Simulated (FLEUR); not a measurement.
Entries from a set of simulations; values are calculated unless marked as measured.

## NiO: which magnetic order is lowest

It takes space group Fm-3m (No. 225, cubic). Conventional cell: a = 4.172 Å, b = 4.172 Å, c = 4.172 Å, α = 90.00°, β = 90.00°, γ = 90.00°. Nearest to Ni lie 6 O at 2.09 Å. Nearest to O lie 6 Ni at 2.09 Å. Farther neighbours and most contacts between anions are not listed.

```xyz
4
Lattice="0.0000 2.0859 2.0859 2.0859 0.0000 2.0859 4.1718 4.1718 0.0000" Properties=species:S:1:pos:R:3 pbc="T T T"
Ni    0.0000    0.0000    0.0000
Ni    2.0859    2.0859    0.0000
O     2.0859    2.0859    2.0859
O     4.1718    4.1718    2.0859
```

```
method                                                                   : PBE with U = 6 eV on Ni d; all-electron FLAPW, Dirac cores, scalar-relativistic bands
program                                                                  : FLEUR MaX-R8.1
settings of one run                                                      : kmax 4.32 1/bohr, gmax 13 1/bohr, muffin tin radii Ni: 2.46, O: 1.39 bohr, lmax Ni: [10, 8], O: [6, 4], hist occupations, smearing width 0.05 eV, mixer Anderson, mixing 0.05, max iterations 120, stop 0.0001 me/bohr³, collinear spin, 10×10×5 k-mesh, double counting FLL, mesh matched on, starting moments 2 -2 0 0 μB
cost                                                                     : 4 runs, 3.7 min in all on 4 MPI ranks of Intel Xeon Platinum 8488C (Sapphire Rapids), shared host (the runs of this entry)
notes                                                                    : Only 4 starts were tried; other patterns of signs, canted and longer-period orders were not.
lowest state found                                                       : antiferromagnetic (initial antiferro q=(0,0,1/2) +-)
largest site spin moment                                                 : 1.70 μB
next finished state                                                      : ferromagnetic, 85.2 meV a seeded atom higher
spinless run over the lowest (under a U no clean measure of the moments) : 2152 meV a seeded atom
```

The lowest state found is antiferromagnetic, reached from the start antiferro q=(0,0,1/2) +-, with moments up to 1.70 μB. The next finished state costs 85 meV a seeded atom.

[Logs and program files are shortened in this print: banners, set-up blocks, solver, clock and traceback lines can be left out without a mark of their own.]

[Logs are printed without paths, hosts, clocks, repeated set-up lines and the standing remarks that a program may print on its own settings, such as how far it seeks lower states.]

[Hosts, paths, dates, database ids (printed as entryN), source tags and the programs' standing remarks are cut or masked in the printed files.]

[Where a cell is said to come from a database of computed structures, the database is the Materials Project.]
